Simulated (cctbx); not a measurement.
# What is wrong with this refinement?

Cell a = 7.2960 Å, b = 7.2960 Å, c = 17.4620 Å, α = 90.00°, β = 90.00°, γ = 120.00°; space group R-3 (no. 148). The compound is Sr2CoC6O12.

Simulated single-crystal data (cctbx): Mo Kα, λ = 0.71073 Å, to d = 0.77 Å, 95 % of the full sphere, strongest reflection 40000 counts, noise from counting, a 6 % proportional error and a noise floor of 8 counts (s.d.); no absorption.

An anisotropic refinement with weights 1/σ² prints:

```text
Rint 0.047, 413 unique reflections to 0.77 A
cycle     R1     wR2    GooF  max shift (A)
   1  0.0264  0.0862   2.727   0.00328
   2  0.0159  0.0463   1.465   0.00002
final R1 0.0159 wR2 0.0463 GooF 1.465  parameters 32  data/parameter 12.9
atom        x        y        z      Ueq    occ   su(xyz)  su(Uiso or U11)
Br1    0.33333  0.66667  0.45601   0.0177  1.000  0.00001  0.0002
Co1    0.00000  0.00000  0.00000   0.0198  1.000  0.00000  0.0002
O1     0.76638  0.76558  0.08109   0.0208  1.000  0.00022  0.0006
O2     0.49782  0.88824  0.07878   0.0165  1.000  0.00020  0.0006
C1     0.56504  0.71775  0.07887   0.0291  1.000  0.00034  0.0010
difference map: max 0.25 min -0.64 rms 0.08
Q1    0.0000  0.0000  0.3328    6    0.25  2.01 A from O2
Q2    0.0000  0.0000  0.1141    6    0.24  1.69 A from Br1
Q3    0.0531  0.9349  0.7979   18    0.23  0.76 A from Br1
Q4    0.0424  0.1204  0.2109   18    0.23  0.77 A from Br1
Q5    0.0058  0.1361  0.9785   18    0.20  1.04 A from Co1
Q6    0.0184  0.3103  0.8209   18    0.20  1.50 A from O1
```

Q: Accept it or mend it, and why?

Mend it. The fault: wrong element: Br1 is Sr. Against the right model at the same level, R1 goes from 0.0115 to 0.0159 and GooF from 0.92 to 1.47 and a hole of -0.6 e/Å³ opens. Br1 has 3 electrons too few and its U shrinks to make up, as expected.

The compound is Sr2CoC6O12. The right model at the same level gives:

```text
Rint 0.047, 413 unique reflections to 0.77 A
cycle     R1     wR2    GooF  max shift (A)
   1  0.0200  0.0641   2.029   0.00234
   2  0.0115  0.0291   0.921   0.00001
final R1 0.0115 wR2 0.0291 GooF 0.921  parameters 32  data/parameter 12.9
atom        x        y        z      Ueq    occ   su(xyz)  su(Uiso or U11)
Sr1    0.33333  0.66667  0.45600   0.0182  1.000  0.00001  0.0001
Co1    0.00000  0.00000  0.00000   0.0186  1.000  0.00000  0.0001
O1     0.76606  0.76564  0.08105   0.0195  1.000  0.00014  0.0004
O2     0.49757  0.88809  0.07878   0.0153  1.000  0.00012  0.0004
C1     0.56514  0.71761  0.07887   0.0281  1.000  0.00022  0.0006
difference map: max 0.28 min -0.23 rms 0.06
Q1    0.0000  0.0000  0.1270    6    0.28  1.46 A from Sr1
Q2    0.0000  0.0000  0.3285    6    0.27  2.06 A from Sr1
Q3    0.0297  0.5256  0.7191   18    0.19  1.10 A from C1
Q4    0.0365  0.2712  0.2002   18    0.19  1.49 A from O2
Q5    0.0224  0.5889  0.1793   18    0.17  1.41 A from C1
Q6    0.0758  0.5582  0.9388   18    0.17  1.34 A from O2
```

The model was made for the exercise: a known structure type with other elements put in, its volume estimated, not relaxed; displacement parameters are assumed.

[Middle refinement cycles are left out of these outputs.]

[Logs are printed without paths, hosts, clocks, repeated set-up lines and the standing remarks that a program may print on its own settings, such as how far it seeks lower states.]
